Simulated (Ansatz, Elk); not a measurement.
**How far do independent atoms describe Ca3CdO?**

Structure refinements treat a crystal as free atoms side by side. For a made-up structure of Ca3CdO (cell and positions from a PBE relaxation) the runs below show what the calculated density changes in F(hkl).

Main program and level: Elk 11.2.3 (patched build); DFT, PBE, all-electron APW+lo, Dirac cores, scalar-relativistic bands, static density, no spin.

This account leaves out most program logs.

The structure was built from a prototype and need not be the compound's stable phase.

### 1. The starting structure

Symmetry: Pm-3m, No. 221, cubic system. The conventional cell has a = 4.903 Å, b = 4.903 Å, c = 4.903 Å, α = 90.00°, β = 90.00°, γ = 90.00°. Cd has 12 Ca at 3.47 Å nearest. Nearest to Ca lie 2 O at 2.45 Å. O has 6 Ca at 2.45 Å nearest. Farther neighbours and most contacts between anions are not listed.

### 2. Ground state and structure factors

An all-electron density is needed, since X-rays see the cores too. Task 0 finds the density and task 195 Fourier-transforms it; tshift is off so that phases refer to the origin typed.

Contents of elk.in:

```
tasks
  0
  195

xctype
  20

spinpol
  .false.

rgkmax
  7.0

gmaxvr
  14.0

lmaxo
  7

lmaxapw
  8

swidth
  0.002

tshift
  .false.

ramdisk
  .false.

hmaxvr
  5.5

maxscl
  120

epspot
  1e-06

sppath
  './'

avec
  9.26543836752 0.00000000000 0.00000000000
  -0.00000000000 9.26543836752 0.00000000000
  0.00000000000 0.00000000000 9.26543836752

atoms
  3
  'Cd.in'
  1
  0.0000000000 -0.0000000000 -0.0000000000   0.000000 0.000000 0.000000
  'Ca.in'
  3
  0.5000000000 0.5000000000 0.0000000000   0.000000 0.000000 0.000000
  0.5000000000 0.0000000000 0.5000000000   0.000000 0.000000 0.000000
  -0.0000000000 0.5000000000 0.5000000000   0.000000 0.000000 0.000000
  'O.in'
  1
  0.5000000000 0.5000000000 0.5000000000   0.000000 0.000000 0.000000

ngridk
  5 5 5
```

The run is started by

```bash
> OMP_NUM_THREADS=4 elk
```

Elapsed: 16 s, on 4 threads of AMD EPYC 9R14 (Zen 4), shared host; peak memory 0.22 GiB; 30 s of CPU time.

SFACRHO.OUT:

```text

h k l indices transformed by vhmat matrix:
   1.000000000       0.000000000       0.000000000    
   0.000000000       1.000000000       0.000000000    
   0.000000000       0.000000000       1.000000000    

      h      k      l  multipl.   |H|            Re(F)            Im(F)           |F|

      0      0      0      1   0.0000000       116.00000      0.38217314E-16   116.00000    
      0      0      1      6  0.67813147       19.902972      0.45420263E-14   19.902972    
      0     -1      1     12  0.95902272       33.090462     -0.18002125E-14   33.090462    
     -1     -1     -1      8   1.1745582       78.814263      0.85929516E-14   78.814263    
      0      0     -2      6   1.3562629       87.206507      0.88292586E-14   87.206507    
     -1     -2      0     24   1.5163481       18.131480     -0.50166773E-14   18.131480    
     -2      1      1     24   1.6610761       27.748015     -0.68130924E-14   27.748015    
     -2      2      0     12   1.9180454       74.119827      0.29860698E-14   74.119827    
     -2      1     -2     24   2.0343944       17.347671      0.13710532E-14   17.347671    
     -3      0      0      6   2.0343944       17.283180     -0.10080444E-13   17.283180    
      0      3     -1     24   2.1444400       24.649698     -0.79486172E-15   24.649698    
      3     -1      1     24   2.2491076       60.256764     -0.77519727E-14   60.256764    
      2      2      2      8   2.3491163       65.561329     -0.18143226E-13   65.561329    
      0      3     -2     24   2.4450378       16.370660      0.80223729E-14   16.370660    
     -3      1      2     48   2.5373356       22.449004      0.42561981E-14   22.449004    
      4      0      0      6   2.7125259       59.673236     -0.10672980E-13   59.673236    
     -1      0      4     24   2.7960077       15.525870     -0.12749412E-14   15.525870    
      2     -3     -2     24   2.7960077       15.527919     -0.60972977E-14   15.527919
```

Elk indexes on the primitive cell of elk.in and gives |H| = 4π sin θ/λ in inverse bohr. Below, one row stands for each form hkl of the conventional cell (m members, Friedel mates merged), F is for one primitive cell and the density is static (no thermal factor). Free-atom factors are Waasmaier and Kirfel's, and R is Σm||F|−|F'||/Σm|F|.

```tsv
hkl	m	sin θ/λ (Å⁻¹)	abs F, DFT	neutral atoms	diff.
100	6	0.102	19.903	20.210	-0.307
110	12	0.144	33.090	32.939	+0.152
111	8	0.177	78.814	79.170	-0.356
200	6	0.204	87.207	86.835	+0.371
210	24	0.228	18.131	18.574	-0.443
211	24	0.250	27.748	27.860	-0.112
220	12	0.288	74.120	74.074	+0.046
221	24	0.306	17.348	17.360	-0.012
300	6	0.306	17.283	17.360	-0.077
310	24	0.323	24.650	24.705	-0.055
311	24	0.338	60.257	60.197	+0.060
222	8	0.353	65.561	65.598	-0.037
320	24	0.368	16.371	16.360	+0.011
321	48	0.382	22.449	22.471	-0.022
400	6	0.408	59.673	59.624	+0.049
410	24	0.420	15.526	15.474	+0.052
322	24	0.420	15.528	15.474	+0.054
330	12	0.433	20.842	20.766	+0.076
```

### 3. The highest occupied states alone

An energy window below the Fermi level keeps the highest occupied states, to see at which angles they scatter; shallow core shells can lie inside it and anion s states outside. No new self-consistency is needed.

elk.in: that of step 2 with these lines changed.

```diff
@@ -1,3 +1,2 @@
 tasks
-  0
   195
@@ -40,2 +39,5 @@
 
+wsfac
+  -0.258000 0.483000
+
 sppath
```

The run is started by

```bash
> OMP_NUM_THREADS=4 elk
```

It took 7.7 s on 4 threads; peak memory 0.16 GiB; 9 s of CPU time.

States within 12 eV below the Fermi level hold 22.00 electrons; any levels below the window count with the cores. Their amplitudes can exceed the total, where window and core parts have opposite phase:

```tsv
hkl	sin θ/λ (Å⁻¹)	abs F, window	abs F, all
100	0.102	5.289	19.903
110	0.144	10.990	33.090
111	0.177	3.451	78.814
200	0.204	8.341	87.207
210	0.228	2.275	18.131
211	0.250	6.000	27.748
220	0.288	4.967	74.120
221	0.306	1.287	17.348
300	0.306	1.220	17.283
310	0.323	3.606	24.650
```

### 4. Another try

In this try the input is made faulty on purpose, to show what that does.

The input is changed as shown.

elk.in: that of step 3 with these lines changed.

```diff
@@ -1,2 +1,3 @@
 tasks
+  0
   195
@@ -10,3 +11,3 @@
 rgkmax
-  7.0
+  3.5
 
@@ -34,3 +35,3 @@
 maxscl
-  120
+  60
 
@@ -38,5 +39,2 @@
   1e-06
-
-wsfac
-  -0.258000 0.483000
```

The run is started by

```bash
> OMP_NUM_THREADS=4 elk
```

Wall time 13 s (4 threads); peak memory 0.19 GiB.

The run finished. A setting was moved off its sound value on purpose, so it serves as a test and not as the result.

The fault put into the input: a cutoff far too low.

Its structure factors differ from the first run's by R = 0.3 %.

### 5. Another functional

The difference from free atoms is small, so it is set against the change that PBEsol makes.

elk.in: that of step 4 with these lines changed.

```diff
@@ -5,3 +5,3 @@
 xctype
-  20
+  22
 
@@ -11,3 +11,3 @@
 rgkmax
-  3.5
+  7.0
 
@@ -35,3 +35,3 @@
 maxscl
-  60
+  120
```

The run is started by

```bash
> OMP_NUM_THREADS=4 elk
```

Wall time 15 s (4 threads); peak memory 0.21 GiB; 30 s of CPU time.

Against the first run R = 0.02 %; the largest change is -0.055 at 200.

### 6. Basis size

The basis and the expansions that go with it are enlarged, to see whether the differences are converged.

elk.in: that of step 5 with these lines changed.

```diff
@@ -5,3 +5,3 @@
 xctype
-  22
+  20
 
@@ -11,12 +11,12 @@
 rgkmax
-  7.0
+  8.5
 
 gmaxvr
-  14.0
+  18.0
 
 lmaxo
-  7
+  9
 
 lmaxapw
-  8
+  10
```

The run is started by

```bash
> OMP_NUM_THREADS=4 elk
```

The job ended after 37 s (4 threads; peak memory 0.42 GiB).

Against the first run R = 0.02 %; the largest change is -0.011 at 111.

### 7. Settings against the effect

```tsv
run	R against the first run (%)	R against neutral atoms, low angle (%)	wall time
PBE, rgkmax 7	0.00	0.62	16 s
PBEsol	0.02	0.59	15 s
rgkmax 8.5 with larger expansions	0.02	0.62	37 s
```

### 8. Outcome

```yaml
r_against_neutral_atoms_sin_theta_lambda_0p3_a_minus1: 0.62 %
r_against_neutral_atoms_0p3_to_0p82_a_minus1: 0.19 %
```

What this shows: Independent neutral atoms miss the calculated amplitudes by R = 0.62 % below 0.3 Å⁻¹ and 0.19 % from there to 0.82 Å⁻¹; by shells, 0.71 % below 0.15 Å⁻¹ (2 forms), 0.60 % 0.15 to 0.3 (5 forms), 0.13 % 0.3 to 0.45 (13 forms), 0.20 % above 0.45 (62 forms). Bonding, aspherical density and the tables' own atoms all enter these figures, and the runs don't part them. The largest change of an amplitude is -0.44 electrons, at 210. The window's part falls from 22.0 electrons at the origin to at most 1.18 between 0.45 and 0.82 Å⁻¹, where compact states inside the window still scatter. Below 0.3 Å⁻¹ the changes that finished (PBEsol and rgkmax 8.5 with larger expansions) move F by R = 0.05 % at most, against the 0.62 % that separates it from free atoms. The k-mesh has no finished test. Part of the difference isn't bonding: the tables are fits to free atoms and ions calculated by other methods than this functional. Thermal motion, anomalous dispersion and extinction are left out.

[Logs are printed without paths, hosts, clocks, repeated set-up lines and the standing remarks that a program may print on its own settings, such as how far it seeks lower states.]

[Hosts, paths, dates, database ids (printed as entryN), source tags and the programs' standing remarks are cut or masked in the printed files.]
